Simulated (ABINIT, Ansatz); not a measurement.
## How the form of the self-energy moves the gap of Ba2CaMoO6 (Fm-3m)

Aim: compare treatments of exchange, screening and correlation for the gap of Ba2CaMoO6 (Fm-3m).

Method: LDA and many-body steps on it, plane waves, in ABINIT 10.8.3.

## Step 1: The starting structure

The structure is cubic, space group Fm-3m (No. 225). Conventional cell: a = 8.380 Å, b = 8.380 Å, c = 8.380 Å, α = 90.00°, β = 90.00°, γ = 90.00°. Nearest to Ba lie 12 O at 2.97 Å. Nearest to Ca lie 6 O at 2.28 Å. Nearest to Mo lie 6 O at 1.91 Å. O has 1 Mo at 1.91 Å and 1 Ca at 2.28 Å and 4 Ba at 2.97 Å nearest. Farther neighbours and most contacts between anions are not listed.

The cell and positions come from the Crystallography Open Database and are kept as given unless a step says otherwise. Spin-orbit coupling is left out unless a step names it.

## Step 2: Empty states on the mesh, 2×2×2 mesh, 525 bands

This step: ABINIT 10.8.3; DFT, LDA, plane waves, norm-conserving pseudopotentials.

The sums over transitions need many empty states on a uniform mesh; this step solves for them.

run.abi

```
acell 3*1.0 Angstrom
rprim 
  -0.000000000000 4.190056500000 4.190056500000
  4.190056500000 -0.000000000000 4.190056500000
  4.190056500000 4.190056500000 -0.000000000000
ntypat 4
znucl 56 20 42 8
natom 10
typat 1 1 2 3 4 4 4 4 4 4
xred 
  0.250000000000 0.250000000000 0.250000000000
  0.750000000000 0.750000000000 0.750000000000
  0.000000000000 0.000000000000 0.000000000000
  0.500000000000 0.500000000000 0.500000000000
  0.728140000000 0.271860000000 0.271860000000
  0.271860000000 0.728140000000 0.271860000000
  0.271860000000 0.728140000000 0.728140000000
  0.728140000000 0.271860000000 0.728140000000
  0.271860000000 0.271860000000 0.728140000000
  0.728140000000 0.728140000000 0.271860000000
pp_dirpath "pseudos"
pseudos "Ba.upf, Ca.upf, Mo.upf, O.upf"
ecut 36
ngkpt 2 2 2
nshiftk 1
shiftk 0 0 0
kptopt 1
chksymbreak 0
iscf -2
irdden 1
istwfk *1
nband 525
nbdbuf 46
tolwfr 1e-09
nstep 60
prtvol 0
indata_prefix "in"
outdata_prefix "out"
tmpdata_prefix "tmp"
```

The run is started by

```sh
$ OMP_NUM_THREADS=1 mpirun -n 3 abinit run.abi > log
```

Numbers of over 12 decimals in the logs are rounded to 6 here.

The program printed:

```text
.Version 10.8.3 of ABINIT. v10.8.2 released Aug 2026.

 Symmetries : space group Fm -3 m (#225); Bravais cF (face-center cubic)
[... echo of the input left out ...]
== DATASET  1 ==================================================================
-   mpi_nproc: 3, omp_nthreads: 1 (-1 if OMP is not activated)

--- !DatasetInfo
iteration_state: {dtset: 1, }
dimensions: {natom: 10, nkpt: 3, mband: 525, nsppol: 1, nspinor: 1, nspden: 1, mpw: 10272, }
cutoff_energies: {ecut:  36.0, pawecutdg:  -1.0, }
[...]
4.35850    4.36774    4.38425    4.38425    4.38425    4.38453    4.38453    4.38453
   4.39440    4.39440    4.41826    4.44276    4.44282    4.44319    4.47155    4.47301
   4.48604    4.48795    4.48987    4.49084    4.49359
 prteigrs : prtvol=0 or 1, do not print more k-points.

== END DATASET(S) ==============================================================
================================================================================

 -outvars: echo values of variables after computation  --------
            nband         525
             nkpt           3
          spgroup         225
 [... the other variables as echoed above ...]

 Calculation completed.
```

The job ended after 8.7 min (3 MPI ranks of Arm Neoverse V1, shared host; peak memory 0.6 GiB; 26 min of CPU time).

This step gave:

* gap: 2.125 eV
* k of the valence top: 0, 0, 0
* k of the conduction bottom: 0.5, 0.5, 0
* least direct gap: 2.190 eV
* k points computed: 3
* lowest point of the top converged band, above the valence top: 109.1068 eV

On this mesh the gap is 2.125 eV.

The density comes from a self-consistent run that is not shown.

## Step 3: Screening, 2×2×2 mesh, 219 bands, screening to 141.5 eV

The RPA dielectric matrix is built and inverted for each q.

This step: RPA screening on LDA, plane waves, norm-conserving pseudopotentials.

run.abi, as its differences from that of step 2:

```diff
@@ -28,10 +28,11 @@
 chksymbreak 0
-iscf -2
-irdden 1
 istwfk *1
-nband 525
-nbdbuf 46
-tolwfr 1e-09
-nstep 60
-prtvol 0
+occopt 1
+irdwfk 1
+optdriver 3
+nband 219
+ecuteps 5.2
+inclvkb 2
+awtr 1
+symchi 1
 indata_prefix "in"
```

The run is started by

```sh
$ OMP_NUM_THREADS=1 mpirun -n 4 abinit run.abi > log
```

The program printed:

```text
.Version 10.8.3 of ABINIT. v10.8.2 released Aug 2026.

 Symmetries : space group Fm -3 m (#225); Bravais cF (face-center cubic)
[... echo of the input left out ...]
== DATASET  1 ==================================================================
-   mpi_nproc: 4, omp_nthreads: 1 (-1 if OMP is not activated)

--- !DatasetInfo
iteration_state: {dtset: 1, }
dimensions: {natom: 10, nkpt: 3, mband: 219, nsppol: 1, nspinor: 1, nspden: 1, mpw: 10272, }
cutoff_energies: {ecut:  36.0, pawecutdg:  -1.0, }
electrons: {nelect:   8.00000000E+01, charge:   0.00000000E+00, occopt:   1.00000000E+00, tsmear:   1.00000000E-02, }

 SCREENING: Calculation of the susceptibility and dielectric matrices

 Based on a program developped by R.W. Godby, V. Olevano, G. Onida, and L. Reining.
 Incorporated in ABINIT by V. Olevano, G.-M. Rignanese, and M. Torrent.
.Using double precision arithmetic ; gwpc =  8

[... cell and pseudopotentials left out ...]
--------------------------------------------------------------------------------

 ==== K-mesh for the wavefunctions ====
 Number of points in the irreducible wedge :     3
[... list of points left out ...]
 Together with 48 symmetry operations and time-reversal symmetry
 yields     8 points in the full Brillouin Zone.

 ==== Q-mesh for the screening function ====
 Number of points in the irreducible wedge :     3
[... list of points left out ...]
 Together with 48 symmetry operations and time-reversal symmetry
 yields     8 points in the full Brillouin Zone.

 setmesh: FFT mesh size selected  =    45x   45x   45
          total number of points  =        91125

 vcoul_init : cutoff-mode = AUXILIARY_FUNCTION
 q-points for optical limit:   1
     1)      0.000010    0.000020    0.000030

- screening: taking advantage of time-reversal symmetry
- Maximum band index for partially occupied states nbvw = 40
- Remaining bands to be divided among processors   nbcw = 179
- Number of bands treated by each node ~44

 Number of electrons calculated from density =   80.0000; Expected =   80.0000
 average of density, n =  0.080576
 r_s =    1.4363
 omega_plasma =   27.3815 [eV]

 calculating chi0 at frequencies [eV] :
  1    0.000000E+00    0.000000E+00
  2    0.000000E+00    2.738152E+01

--------------------------------------------------------------------------------
  q-point number  1        q = ( 0.000000, 0.000000, 0.000000) [r.l.u.]
--------------------------------------------------------------------------------
[... chi0 elements left out ...]
 For q-point:  0.000010 0.000020 0.000030
  dielectric constant =   5.2802
  dielectric constant without local fields =   6.4579

  Average fulfillment of the sum rule on Im[epsilon] for q-point    1 :     64.74  [%]
[... wings left out ...]
  q-point number  2        q = ( 0.500000, 0.000000, 0.000000) [r.l.u.]
--------------------------------------------------------------------------------
[... chi0 elements left out ...]
  Average fulfillment of the sum rule on Im[epsilon] for q-point    2 :     69.86  [%]

 [... 1 further q-points ...]
```

The job ended after 1.8 min (4 MPI ranks; peak memory 2.5 GiB; 7.2 min of CPU time).

This step gave:

- ε∞ with local fields, on this mesh, along the program's q direction: 5.280
- the same without local fields: 6.458
- plasma frequency: 27.38 eV
- plane waves in the screening matrix: 537

Local fields lower ε∞ by 18 %. On a Γ-centred mesh this coarse the value itself is usually too large, while a short band sum pulls it down.

## Step 4: G0W0, Godby-Needs plasmon pole

The self-energy is evaluated for the states that the input lists, and the levels follow from it, in one-shot runs by the linearised quasiparticle equation.

This step: G0W0 on LDA, plane waves, norm-conserving pseudopotentials.

run.abi, as its differences from that of step 3:

```diff
@@ -31,8 +31,17 @@
 irdwfk 1
-optdriver 3
+optdriver 4
 nband 219
+gwcalctyp 0
+ecutsigx 36
+symsigma 1
+nkptgw 2
+kptgw 
+  0.0000000000 0.0000000000 0.0000000000
+  0.5000000000 0.5000000000 0.0000000000
+bdgw 
+  38 43
+  38 43
 ecuteps 5.2
-inclvkb 2
-awtr 1
-symchi 1
+irdscr 1
+ppmodel 1
 indata_prefix "in"
```

The program printed:

```text
.Version 10.8.3 of ABINIT. v10.8.2 released Aug 2026.

 Symmetries : space group Fm -3 m (#225); Bravais cF (face-center cubic)
[... echo of the input left out ...]
== DATASET  1 ==================================================================
-   mpi_nproc: 4, omp_nthreads: 1 (-1 if OMP is not activated)

--- !DatasetInfo
iteration_state: {dtset: 1, }
dimensions: {natom: 10, nkpt: 3, mband: 219, nsppol: 1, nspinor: 1, nspden: 1, mpw: 10272, }
cutoff_energies: {ecut:  36.0, pawecutdg:  -1.0, }
electrons: {nelect:   8.00000000E+01, charge:   0.00000000E+00, occopt:   1.00000000E+00, tsmear:   1.00000000E-02, }

 SIGMA: Calculation of the GW corrections

 Based on a program developped by R.W. Godby, V. Olevano, G. Onida, and L. Reining.
 Incorporated in ABINIT by V. Olevano, G.-M. Rignanese, and M. Torrent.
.Using double precision arithmetic ; gwpc =  8

[... cell and pseudopotentials left out ...]
--------------------------------------------------------------------------------

 ==== K-mesh for the wavefunctions ====
 Number of points in the irreducible wedge :     3
[... list of points left out ...]
 Together with 48 symmetry operations and time-reversal symmetry
 yields     8 points in the full Brillouin Zone.

 ==== Q-mesh for screening function ====
 Number of points in the irreducible wedge :     3
[... list of points left out ...]
 Together with 48 symmetry operations and time-reversal symmetry
 yields     8 points in the full Brillouin Zone.

 vcoul_init : cutoff-mode = AUXILIARY_FUNCTION
 q-points for optical limit:   1
     1)      0.000010    0.000020    0.000030
 setmesh: FFT mesh size selected  =    64x   64x   64
          total number of points  =       262144

 Number of electrons calculated from density =   80.0000; Expected =   80.0000
 average of density, n =  0.080576
 r_s =    1.4363
 omega_plasma =   27.3815 [eV]

 === KS Band Gaps ===
  >>>> For spin  1
   Minimum direct gap =   2.1900 [eV], located at k-point      :   0.5000  0.5000  0.0000
   Fundamental gap    =   2.1254 [eV], Top of valence bands at :   0.0000  0.0000  0.0000
                                       Bottom of conduction at :   0.5000  0.5000  0.0000
 SIGMA fundamental parameters:
 PLASMON POLE MODEL  1
 number of plane-waves for SigmaX                10177
 number of plane-waves for SigmaC and W            537
 number of plane-waves for wavefunctions         10177
 number of bands                                   219
 number of independent spin polarizations            1
 number of spinorial components                      1
 number of k-points in IBZ                           3
 number of q-points in IBZ                           3
 number of symmetry operations                      48
 number of k-points in BZ                            8
 number of q-points in BZ                            8
 number of frequencies for dSigma/dE                 9
 frequency step for dSigma/dE [eV]                0.25
 number of omega for Sigma on real axis              0
 max omega for Sigma on real axis  [eV]           0.00
 zcut for avoiding poles [eV]                     0.10

 EPSILON^-1 parameters (SCR file):
 dimension of the eps^-1 matrix on file            537
 dimension of the eps^-1 matrix used               537
 number of plane-waves for wavefunctions         10177
 number of bands                                   219
 number of q-points in IBZ                           3
 number of frequencies                               2
 number of real frequencies                          1
 number of imag frequencies                          1

 matrix elements of self-energy operator (all in [eV])

 Perturbative Calculation

--- !SelfEnergy_ee
iteration_state: {dtset: 1, }
kpoint     : [   0.000,    0.000,    0.000, ]
spin       : 1
KS_gap     :    2.520
QP_gap     :    4.128
Delta_QP_KS:    1.608
data: !SigmaeeData |
     Band     E0 <VxcDFT>   SigX SigC(E0)      Z dSigC/dE  Sig(E)    E-E0       E
       38   5.663 -19.542 -24.189   4.748   0.769  -0.300 -19.464   0.078   5.741
       39   5.663 -19.542 -24.189   4.748   0.769  -0.300 -19.464   0.078   5.741
       40   5.663 -19.542 -24.189   4.748   0.769  -0.300 -19.464   0.078   5.741
       41   8.183 -17.434 -12.160  -3.191   0.809  -0.236 -15.749   1.686   9.868
       42   8.183 -17.434 -12.160  -3.191   0.809  -0.236 -15.749   1.686   9.868
       43   8.183 -17.434 -12.160  -3.191   0.809  -0.236 -15.749   1.686   9.868

--- !SelfEnergy_ee
iteration_state: {dtset: 1, }
kpoint     : [   0.500,    0.500,    0.000, ]
spin       : 1
KS_gap     :    2.190
QP_gap     :    3.779
Delta_QP_KS:    1.589
data: !SigmaeeData |
     Band     E0 <VxcDFT>   SigX SigC(E0)      Z dSigC/dE  Sig(E)    E-E0       E
[...]
41   7.788 -16.723 -11.112  -3.572   0.814  -0.229 -15.063   1.660   9.448
       42   8.987 -19.494 -13.929  -3.270   0.801  -0.248 -17.655   1.839  10.826
       43   8.987 -19.494 -13.929  -3.270   0.801  -0.248 -17.655   1.839  10.826

== END DATASET(S) ==============================================================
================================================================================

 -outvars: echo values of variables after computation  --------
           etotal      0.0000000000E+00
            nband         219
             nkpt           3
          spgroup         225
 [... the other variables as echoed above ...]

 Calculation completed.
```

Run time: 39 s. Hardware: 4 MPI ranks; peak memory 1.9 GiB.

This step gave:

```yaml
g0w0_gap_on_the_points_computed: 3.707 eV
starting_gap_on_the_mesh: 2.125 eV
k_of_the_valence_top: 0, 0, 0
k_of_the_conduction_bottom: 0.5, 0.5, 0
z_at_the_valence_top: 0.769
z_at_the_conduction_bottom: 0.814
least_direct_g0w0_gap_on_the_computed_points: 3.779 eV
```

The gap on the mesh goes from 2.13 eV to 3.71 eV, a correction of +1.58 eV.

## Step 5: G0W0, von der Linden-Horsch plasmon pole

run.abi, as its differences from that of step 4:

```diff
@@ -45,3 +45,3 @@
 irdscr 1
-ppmodel 1
+ppmodel 3
 indata_prefix "in"
```

The program printed:

```text
.Version 10.8.3 of ABINIT. v10.8.2 released Aug 2026.

 Symmetries : space group Fm -3 m (#225); Bravais cF (face-center cubic)
[... echo of the input left out ...]
== DATASET  1 ==================================================================
-   mpi_nproc: 4, omp_nthreads: 1 (-1 if OMP is not activated)

--- !DatasetInfo
iteration_state: {dtset: 1, }
dimensions: {natom: 10, nkpt: 3, mband: 219, nsppol: 1, nspinor: 1, nspden: 1, mpw: 10272, }
cutoff_energies: {ecut:  36.0, pawecutdg:  -1.0, }
electrons: {nelect:   8.00000000E+01, charge:   0.00000000E+00, occopt:   1.00000000E+00, tsmear:   1.00000000E-02, }

 SIGMA: Calculation of the GW corrections

 Based on a program developped by R.W. Godby, V. Olevano, G. Onida, and L. Reining.
 Incorporated in ABINIT by V. Olevano, G.-M. Rignanese, and M. Torrent.
.Using double precision arithmetic ; gwpc =  8

[... cell and pseudopotentials left out ...]
--------------------------------------------------------------------------------

 ==== K-mesh for the wavefunctions ====
 Number of points in the irreducible wedge :     3
[... list of points left out ...]
 Together with 48 symmetry operations and time-reversal symmetry
 yields     8 points in the full Brillouin Zone.

 ==== Q-mesh for screening function ====
 Number of points in the irreducible wedge :     3
[... list of points left out ...]
 Together with 48 symmetry operations and time-reversal symmetry
 yields     8 points in the full Brillouin Zone.

 vcoul_init : cutoff-mode = AUXILIARY_FUNCTION
 q-points for optical limit:   1
     1)      0.000010    0.000020    0.000030
 setmesh: FFT mesh size selected  =    64x   64x   64
          total number of points  =       262144

 Number of electrons calculated from density =   80.0000; Expected =   80.0000
[...]
number of omega for Sigma on real axis              0
 max omega for Sigma on real axis  [eV]           0.00
 zcut for avoiding poles [eV]                     0.10

 EPSILON^-1 parameters (SCR file):
 dimension of the eps^-1 matrix on file            537
 dimension of the eps^-1 matrix used               537
 number of plane-waves for wavefunctions         10177
 number of bands                                   219
 number of q-points in IBZ                           3
 number of frequencies                               2
 number of real frequencies                          1
 number of imag frequencies                          1

 matrix elements of self-energy operator (all in [eV])

 Perturbative Calculation

--- !SelfEnergy_ee
iteration_state: {dtset: 1, }
kpoint     : [   0.000,    0.000,    0.000, ]
spin       : 1
KS_gap     :    2.520
QP_gap     :    4.258
Delta_QP_KS:    1.739
data: !SigmaeeData |
     Band     E0 <VxcDFT>   SigX SigC(E0)      Z dSigC/dE  Sig(E)    E-E0       E
       38   5.663 -19.542 -24.189   4.599   0.840  -0.190 -19.582  -0.040   5.623
       39   5.663 -19.542 -24.189   4.599   0.840  -0.190 -19.582  -0.040   5.623
       40   5.663 -19.542 -24.189   4.599   0.840  -0.190 -19.582  -0.040   5.623
[...]
--- !SelfEnergy_ee
iteration_state: {dtset: 1, }
kpoint     : [   0.500,    0.500,    0.000, ]
spin       : 1
KS_gap     :    2.190
QP_gap     :    3.883
Delta_QP_KS:    1.693
data: !SigmaeeData |
     Band     E0 <VxcDFT>   SigX SigC(E0)      Z dSigC/dE  Sig(E)    E-E0       E
[...]
42   8.987 -19.494 -13.929  -3.298   0.856  -0.169 -17.554   1.940  10.927
       43   8.987 -19.494 -13.929  -3.298   0.856  -0.169 -17.554   1.940  10.927

== END DATASET(S) ==============================================================
================================================================================

 -outvars: echo values of variables after computation  --------
           etotal      0.0000000000E+00
            nband         219
             nkpt           3
          spgroup         225
 [... the other variables as echoed above ...]

 Calculation completed.
```

Elapsed: 20 s, on 4 MPI ranks; peak memory 1.8 GiB.

Numbers from this step:

| Quantity | Value |
| --- | --- |
| G0W0 gap on the points computed | 3.804 eV |
| starting gap on the mesh | 2.125 eV |
| k of the valence top | 0, 0, 0 |
| k of the conduction bottom | 0.5, 0.5, 0 |
| Z at the valence top | 0.84 |
| Z at the conduction bottom | 0.872 |
| least direct G0W0 gap on the computed points | 3.883 eV |

Against G0W0 in ABINIT (2×2×2 mesh, 219 bands, screening to 141.5 eV, Godby-Needs plasmon pole), the gap moves by +0.097 eV.

## Step 6: G0W0, Engel-Farid plasmon pole

run.abi, as its differences from that of step 5:

```diff
@@ -45,3 +45,3 @@
 irdscr 1
-ppmodel 3
+ppmodel 4
 indata_prefix "in"
```

The program printed:

```text
.Version 10.8.3 of ABINIT. v10.8.2 released Aug 2026.

 Symmetries : space group Fm -3 m (#225); Bravais cF (face-center cubic)
[... echo of the input left out ...]
== DATASET  1 ==================================================================
-   mpi_nproc: 4, omp_nthreads: 1 (-1 if OMP is not activated)

--- !DatasetInfo
iteration_state: {dtset: 1, }
dimensions: {natom: 10, nkpt: 3, mband: 219, nsppol: 1, nspinor: 1, nspden: 1, mpw: 10272, }
cutoff_energies: {ecut:  36.0, pawecutdg:  -1.0, }
[...]
Band     E0 <VxcDFT>   SigX SigC(E0)      Z dSigC/dE  Sig(E)    E-E0       E
[...]
42   8.987 -19.494 -13.929  -3.269   0.811  -0.234 -17.633   1.861  10.848
       43   8.987 -19.494 -13.929  -3.269   0.811  -0.234 -17.633   1.861  10.848

== END DATASET(S) ==============================================================
================================================================================

 -outvars: echo values of variables after computation  --------
           etotal      0.0000000000E+00
            nband         219
             nkpt           3
          spgroup         225
 [... the other variables as echoed above ...]

 Calculation completed.
```

Elapsed: 20 s, on 4 MPI ranks; peak memory 1.8 GiB.

This step gave:

```
G0W0 gap on the points computed              : 3.76 eV
starting gap on the mesh                     : 2.125 eV
k of the valence top                         : 0, 0, 0
k of the conduction bottom                   : 0.5, 0.5, 0
least direct G0W0 gap on the computed points : 3.834 eV
```

Against G0W0 in ABINIT (2×2×2 mesh, 219 bands, screening to 141.5 eV, Godby-Needs plasmon pole), the gap moves by +0.053 eV.

(Continued in part 2 of 2.)

[Paths, hosts, dates, memory and timing lines, banners, echoed tables and standing remarks are left out of the program output.]

[Logs are printed without paths, hosts, clocks, repeated set-up lines and the standing remarks that a program may print on its own settings, such as how far it seeks lower states.]

[Runs of the session that timed out or met a known fault of the program may be left out.]

[Hosts, paths, dates, database ids (printed as entryN), source tags and the programs' standing remarks are cut or masked in the printed files.]

[G0W0 gaps are taken among the corrected bands and points alone; a level outside them can change the order at an edge.]

[Where Ansatz stands beside ABINIT at settings called matched, ABINIT's density can come from a denser mesh and the files from another edition; pairs whose starting gaps differed by over 0.03 eV were left out, so agreement reads better than it is.]
